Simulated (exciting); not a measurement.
# Core excitons at the S K edge of BaSO4

Wanted: the near-edge spectrum and the bound core excitons at the S K edge of BaSO4.

Method: X-ray absorption, core-level Bethe-Salpeter equation, exchange and statically screened direct term, Tamm-Dancoff, all-electron LAPW+lo LDA, in exciting sodium.

### 1. Set-up

Symmetry: F-43m, No. 216, cubic system. Conventional cell: a = 7.398 Å, b = 7.398 Å, c = 7.398 Å, α = 90.00°, β = 90.00°, γ = 90.00°. Ba has 12 O at 3.09 Å nearest. S has 4 O at 1.49 Å nearest. O has 1 S at 1.49 Å and 3 Ba at 3.09 Å nearest. Farther neighbours and most contacts between anions are not listed.

Structure file:

```cif
data_structure
_symmetry_space_group_name_H-M 'P 1'
_symmetry_Int_Tables_number 1
_cell_length_a 5.2309
_cell_length_b 5.2309
_cell_length_c 5.2309
_cell_angle_alpha 60.000
_cell_angle_beta 60.000
_cell_angle_gamma 60.000
_cell_volume 101.21
loop_
_atom_site_label
_atom_site_type_symbol
_atom_site_fract_x
_atom_site_fract_y
_atom_site_fract_z
_atom_site_occupancy
Ba1 Ba 0.50000 0.50000 0.50000 1
S2 S 0.00000 0.00000 0.00000 1
O3 O 0.88361 0.88361 0.88361 1
O4 O 0.34916 0.88361 0.88361 1
O5 O 0.88361 0.88361 0.34916 1
O6 O 0.88361 0.34916 0.88361 1
```

Differences between curves are given as r.m.s. difference over r.m.s. height.

### 2. Ground state

The species files are the program's own, with muffin-tin radii set in the input.

Contents of input.xml:

```
<input>
  <title>BaSO4</title>
  <structure speciespath="." autormt="false" epslat="1.0e-5">
    <crystal>
      <basevect>0.0000000000 6.9896811940 6.9896811940</basevect>
      <basevect>6.9896811940 0.0000000000 6.9896811940</basevect>
      <basevect>6.9896811940 6.9896811940 0.0000000000</basevect>
    </crystal>
    <species speciesfile="Ba.xml" rmt="2.074">
      <atom coord="0.5000000000 0.5000000000 0.5000000000"/>
    </species>
    <species speciesfile="S.xml" rmt="1.367">
      <atom coord="0.0000000000 0.0000000000 0.0000000000"/>
    </species>
    <species speciesfile="O.xml" rmt="1.367">
      <atom coord="0.8836120000 0.8836120000 0.8836120000"/>
      <atom coord="0.3491640000 0.8836120000 0.8836120000"/>
      <atom coord="0.8836120000 0.8836120000 0.3491640000"/>
      <atom coord="0.8836120000 0.3491640000 0.8836120000"/>
    </species>
  </structure>
  <groundstate do="fromscratch" xctype="LDA_PW" ngridk="3 3 3" rgkmax="7" gmaxvr="14" nempty="8" swidth="0.001" maxscl="100" epsengy="1e-5"/>
</input>
```

Started as:

```sh
OMP_NUM_THREADS=1 mpirun -n 4 exciting
```

Numbers of over 12 decimals in the logs are rounded to 6 here.

Log:

```text
EXCITING SODIUM started
********************************************************************************
* Ground-state run starting from atomic densities                              *
********************************************************************************
+ Starting initialization                                                      +
[... lattice and species ...]
 Spin treatment                             :    spin-unpolarised
 Number of Bravais lattice symmetries       :      48
[...]
valence-band maximum at    3      0.6667  0.0000  0.0000
     conduction-band minimum at    1      0.0000  0.0000  0.0000
+ Self-consistent loop stopped                                                 +
 STATE.OUT is written
********************************************************************************
* Groundstate module stopped                                                   *
********************************************************************************
 Total time spent (seconds)                 :       132.40
| EXCITING SODIUM stopped                                                      =
[key lines of the parts left out:]
Total energy                               :     -8830.56311988
Fermi energy                               :         0.19410958
```

The job ended after 2.2 min (4 MPI ranks of Intel Xeon at 2.70GHz, shared host).

The mesh shows a gap of 4.17 eV. Core levels (Dirac, from the valence top):

```tsv
atom	level	energy (eV)
S	1s1/2	-2394.0
S	2s1/2	-206.9
S	2p1/2	-153.6
S	2p3/2	-152.3
```

### 3. A richer basis for the empty states

Each species file gets more local orbitals, built from u and its energy derivative at 0.15 Ha and u at 0.9 Ha.

input.xml is that of step 2.

Contents of SPECIES.xml, added lines:

```
<lo l="L">  <!-- L = 0, 1, 2, and 3 from Cs on -->
  <wf matchingOrder="0" trialEnergy="0.1500" searchE="false"/>
  <wf matchingOrder="1" trialEnergy="0.1500" searchE="false"/>
  <wf matchingOrder="0" trialEnergy="0.9000" searchE="false"/>
</lo>
```

Started as:

```sh
OMP_NUM_THREADS=1 mpirun -n 4 exciting
```

Log:

```text
EXCITING SODIUM started
********************************************************************************
* Ground-state run starting from atomic densities                              *
********************************************************************************
+ Starting initialization                                                      +
[... lattice and species ...]
 Spin treatment                             :    spin-unpolarised
 Number of Bravais lattice symmetries       :      48
[...]
valence-band maximum at    2      0.3333  0.0000  0.0000
     conduction-band minimum at    1      0.0000  0.0000  0.0000
+ Self-consistent loop stopped                                                 +
 STATE.OUT is written
********************************************************************************
* Groundstate module stopped                                                   *
********************************************************************************
 Total time spent (seconds)                 :       146.99
| EXCITING SODIUM stopped                                                      =
[key lines of the parts left out:]
Total energy                               :     -8830.56691345
Fermi energy                               :         0.19454555
```

The job ended after 2.5 min (4 MPI ranks).

Against the first ground state the total energy moves by -17 meV an atom and the gap by -0.01 eV.

### 4. Screening, kernels and BSE for S atom 2

The absorber has 4 O at 1.49 Å (tetrahedral, site symmetry -43m).

Changes to input.xml since step 3:

```diff
@@ -21,3 +21,20 @@
   </structure>
-  <groundstate do="fromscratch" xctype="LDA_PW" ngridk="3 3 3" rgkmax="7" gmaxvr="14" nempty="8" swidth="0.001" maxscl="100" epsengy="1e-5"/>
+  <groundstate do="skip" xctype="LDA_PW" ngridk="3 3 3" rgkmax="7" gmaxvr="14" nempty="8" swidth="0.001" maxscl="100" epsengy="1e-5"/>
+  <xs xstype="BSE" ngridk="3 3 3" ngridq="3 3 3" vkloff="0.097 0.273 0.493" rgkmax="7" nempty="51" gqmax="3" lmaxapwwf="5" lmaxemat="2" broad="0.01654" tevout="true">
+    <energywindow intv="87.685 89.302" points="439"/>
+    <screening screentype="full" nempty="77"/>
+    <BSE xas="true" xasspecies="2" xasatom="1" xasedge="K" bsetype="singlet" nstlxas="1 47"/>
+    <qpointset>
+      <qpoint>0 0 0</qpoint>
+    </qpointset>
+    <plan>
+      <doonly task="xsgeneigvec"/>
+      <doonly task="writepmatxs"/>
+      <doonly task="scrgeneigvec"/>
+      <doonly task="scrwritepmat"/>
+      <doonly task="screen"/>
+      <doonly task="scrcoulint"/>
+      <doonly task="exccoulint"/>
+    </plan>
+  </xs>
 </input>
```

Contents of input.xml for the last start (plan only):

```
  <plan>
    <doonly task="bse"/>
  </plan>
```

Started as:

```sh
OMP_NUM_THREADS=1 mpirun -n 4 exciting
OMP_NUM_THREADS=4 exciting
```

Log:

```text
| EXCITING SODIUM started for task xsgeneigvec ( 301)                          =
One-shot GS runs for BSE calculations
One-shot GS runs for k+qmt/2 grids
Info(xsgeneigvec): Generating eigenvectors for Q-point      1
Info(xsgeneigvec): Generation of eigenvectors finished
| EXCITING SODIUM started for task writepmatxs ( 320)                          =
Info(writepmatxs): Momentum matrix elements finished
| EXCITING SODIUM started for task scrgeneigvec ( 401)                         =
One-shot GS runs for BSE calculations
One-shot GS runs for k+qmt/2 grids
[...]
Info(setup_bse_block): Setting up RR part of hamiltonian
Info(setup_bse_block): Singlet spin state
Info(bse): Diagonalizing RR Hamiltonian (TDA)
Info(bse): Invoking Lapack routine ZHEEVR
      2538 eigen solutions found in the interval:
         i1=       1 i2=    2538
Info(bse): Writing excition energies and oscillator strengths to text file.
Info(makespectrum_dist): Making spectrum using formula for coupling with time reversed AR basis.
Info(makespectrum_dist): Using formalism for vanishing momentum transfer.
Info(writederived): Writing quantities derived from the macroscopic dielectric function.
Info(bselauncher): Spectrum finished for iqmt=  1
Info(bselauncher): All done for BSE type singlet
```

Elapsed: 29 min, on 4 MPI ranks.

Wall time by task: xsgeneigvec 41 s, writepmatxs 12 s, scrgeneigvec 42 s, scrwritepmat 15 s, screen 3.3 min, scrcoulint 9.1 min, exccoulint 14 min, bse 24 s.

The S K spectrum of S atom 2 (energy from the Kohn–Sham onset, core level to the lowest empty state found on the meshes used, 2398.02 eV; the ground-state mesh sets it, and the shifted mesh has its lowest transition 0.29 eV above it; Im ε scaled to the maximum of the singlet run; cut below the end of the band set):

```tsv
E (eV)	Im ε
-4.0	0.02
-3.5	0.03
-3.0	0.04
-2.5	0.07
-2.0	0.14
-1.5	0.33
-1.0	0.89
-0.5	0.68
0.0	0.30
0.5	0.16
1.0	0.11
1.5	0.11
2.0	0.08
2.5	0.05
3.0	0.04
3.5	0.04
4.0	0.04
4.5	0.03
5.0	0.03
5.5	0.03
6.0	0.04
6.5	0.05
7.0	0.07
7.5	0.07
8.0	0.07
8.5	0.10
9.0	0.08
9.5	0.07
10.0	0.08
10.5	0.08
11.0	0.08
11.5	0.07
12.0	0.08
12.5	0.08
13.0	0.08
13.5	0.11
14.0	0.12
14.5	0.11
15.0	0.08
15.5	0.07
16.0	0.06
16.5	0.05
17.0	0.04
17.5	0.04
18.0	0.05
18.5	0.05
19.0	0.03
19.5	0.03
```

Maxima (height): -0.9 eV (1.00) and 14.1 eV (0.12).

The Hamiltonian has 2538 rows. The lowest groups of eigenvalues and the brightest ones, on the scale above (the program counts from the shifted mesh's onset, 0.29 eV higher). Core spinors bring spin-forbidden partners, so dark means forbidden by spin or by symmetry, and the shifted mesh splits states that symmetry would keep together:

```tsv
energy (eV)	states within 10 meV	relative strength
-1.069	2	2.2e-4
-0.856	5	1.00
-0.845	1	0.50
-0.733	2	9.5e-4
-0.609	2	0.0098
-0.565	4	0.042
0.075	4	0.020
8.603	2	0.028
8.644	2	0.028
14.261	2	0.020
```

### 5. Independent particles

Changes to input.xml since step 4:

```diff
@@ -25,3 +25,3 @@
     <screening screentype="full" nempty="77"/>
-    <BSE xas="true" xasspecies="2" xasatom="1" xasedge="K" bsetype="singlet" nstlxas="1 47"/>
+    <BSE xas="true" xasspecies="2" xasatom="1" xasedge="K" bsetype="IP" nstlxas="1 47"/>
     <qpointset>
@@ -30,9 +30,3 @@
     <plan>
-      <doonly task="xsgeneigvec"/>
-      <doonly task="writepmatxs"/>
-      <doonly task="scrgeneigvec"/>
-      <doonly task="scrwritepmat"/>
-      <doonly task="screen"/>
-      <doonly task="scrcoulint"/>
-      <doonly task="exccoulint"/>
+      <doonly task="bse"/>
     </plan>
```

Started as:

```sh
OMP_NUM_THREADS=4 exciting
```

Log:

```text
| EXCITING SODIUM started for task bse ( 445)                                  =
Info(bselauncher): Init time:    1.368731
Info(bselauncher): Setting up and diagonalizing BSE Hamiltonian.
Info(bselauncher): Using momentum transfer vectors from list :   1 to  1
Info(bselauncher): Distributing qmt-points over   1 processes.
Info(bselauncher): BSE type: IP
Info(bselauncher): Momentum transfer list index: iqmt=  1
Info(bselauncher): Momentum transfer: vqmtl=   0.000   0.000   0.000
Info(bse): Inspecting occupations...
Info(setranges_modxs): Number of non-reduced k-points:       27
[...]
highest unoccupied state:  72
  Opening gap with a scissor of:      0.000/H      0.000/eV
Info(select_transitions): Number of participating transitions:    2538
Info(bse): Selecting transitions...
Info(bse):bsegap (eV):  2398.308766
Info(bse): IP requested, nothing much to do
Info(bse): Writing excition energies and oscillator strengths to text file.
Info(makespectrum_dist): Making spectrum using formula for coupling with time reversed AR basis.
Info(makespectrum_dist): Using formalism for vanishing momentum transfer.
Info(writederived): Writing quantities derived from the macroscopic dielectric function.
Info(bselauncher): Spectrum finished for iqmt=  1
Info(bselauncher): All done for BSE type IP
```

The job ended after 3 s (4 threads).

Maxima (height): 5.0 eV (0.41), 5.8 eV (0.38), 16.4 eV (0.15), 17.6 eV (0.15) and 19.6 eV (0.11); 1 lower ones aren't listed. The spectrum differs from the singlet run by 109 % r.m.s. Moving the earlier curve by +6.1 eV leaves 49 %. The highest maximum lies at 5.0 eV (0.41), against -0.9 eV (1.00).

### 6. Exchange alone

Changes to input.xml since step 5:

```diff
@@ -25,3 +25,3 @@
     <screening screentype="full" nempty="77"/>
-    <BSE xas="true" xasspecies="2" xasatom="1" xasedge="K" bsetype="IP" nstlxas="1 47"/>
+    <BSE xas="true" xasspecies="2" xasatom="1" xasedge="K" bsetype="RPA" nstlxas="1 47"/>
     <qpointset>
```

Started as:

```sh
OMP_NUM_THREADS=4 exciting
```

Log:

```text
| EXCITING SODIUM started for task bse ( 445)                                  =
Info(bselauncher): Init time:    1.692737
Info(bselauncher): Setting up and diagonalizing BSE Hamiltonian.
Info(bselauncher): Using momentum transfer vectors from list :   1 to  1
Info(bselauncher): Distributing qmt-points over   1 processes.
Info(bselauncher): BSE type: RPA
Info(bselauncher): Momentum transfer list index: iqmt=  1
Info(bselauncher): Momentum transfer: vqmtl=   0.000   0.000   0.000
Info(bse): Inspecting occupations...
Info(setranges_modxs): Number of non-reduced k-points:       27
[...]
Info(setup_bse_block): Setting up RR part of hamiltonian
Info(setup_bse_block): Using RPA approximation
Info(bse): Diagonalizing RR Hamiltonian (TDA)
Info(bse): Invoking Lapack routine ZHEEVR
      2538 eigen solutions found in the interval:
         i1=       1 i2=    2538
Info(bse): Writing excition energies and oscillator strengths to text file.
Info(makespectrum_dist): Making spectrum using formula for coupling with time reversed AR basis.
Info(makespectrum_dist): Using formalism for vanishing momentum transfer.
Info(writederived): Writing quantities derived from the macroscopic dielectric function.
Info(bselauncher): Spectrum finished for iqmt=  1
Info(bselauncher): All done for BSE type RPA
```

Run time: 24 s. Hardware: 4 threads.

Maxima (height): 5.0 eV (0.41), 5.8 eV (0.38), 16.4 eV (0.15), 17.6 eV (0.15) and 19.6 eV (0.11); 1 lower ones aren't listed. The spectrum is that of the independent-particle run within 1 %.

### 7. Another input

In this try the input is made faulty on purpose, to show what that does.

Changes to input.xml since step 6:

```diff
@@ -24,4 +24,4 @@
     <energywindow intv="87.685 89.302" points="439"/>
-    <screening screentype="full" nempty="77"/>
-    <BSE xas="true" xasspecies="2" xasatom="1" xasedge="K" bsetype="RPA" nstlxas="1 47"/>
+    <screening screentype="full" nempty="8"/>
+    <BSE xas="true" xasspecies="2" xasatom="1" xasedge="K" bsetype="singlet" nstlxas="1 47"/>
     <qpointset>
@@ -30,3 +30,6 @@
     <plan>
-      <doonly task="bse"/>
+      <doonly task="scrgeneigvec"/>
+      <doonly task="scrwritepmat"/>
+      <doonly task="screen"/>
+      <doonly task="scrcoulint"/>
     </plan>
```

Contents of input.xml for the last start (plan only):

```
  <plan>
    <doonly task="bse"/>
  </plan>
```

Started as:

```sh
OMP_NUM_THREADS=1 mpirun -n 4 exciting
OMP_NUM_THREADS=4 exciting
```

Log:

```text
| EXCITING SODIUM started for task scrgeneigvec ( 401)                         =
One-shot GS runs for BSE calculations
One-shot GS runs for k+qmt/2 grids
Info(xsgeneigvec): Generating eigenvectors for Q-point      1
Using screening GS parameters.
Info(xsgeneigvec): Generation of eigenvectors finished
| EXCITING SODIUM started for task scrwritepmat ( 420)                         =
Info(writepmatxs): Momentum matrix elements finished
Info(scrwritepmat): Momentum matrix elements for screening finished
| EXCITING SODIUM started for task screen ( 430)                               =
[...]
Info(setup_bse_block): Setting up RR part of hamiltonian
Info(setup_bse_block): Singlet spin state
Info(bse): Diagonalizing RR Hamiltonian (TDA)
Info(bse): Invoking Lapack routine ZHEEVR
      2538 eigen solutions found in the interval:
         i1=       1 i2=    2538
Info(bse): Writing excition energies and oscillator strengths to text file.
Info(makespectrum_dist): Making spectrum using formula for coupling with time reversed AR basis.
Info(makespectrum_dist): Using formalism for vanishing momentum transfer.
Info(writederived): Writing quantities derived from the macroscopic dielectric function.
Info(bselauncher): Spectrum finished for iqmt=  1
Info(bselauncher): All done for BSE type singlet
```

The job ended after 9.9 min (4 MPI ranks).

[end of part 1 of 2]

[Banner, clock and machine lines of the logs are left out without a mark of their own.]

[Logs are printed without paths, hosts, clocks, repeated set-up lines and the standing remarks that a program may print on its own settings, such as how far it seeks lower states.]

[Hosts, paths, dates, database ids (printed as entryN), source tags and the programs' standing remarks are cut or masked in the printed files.]
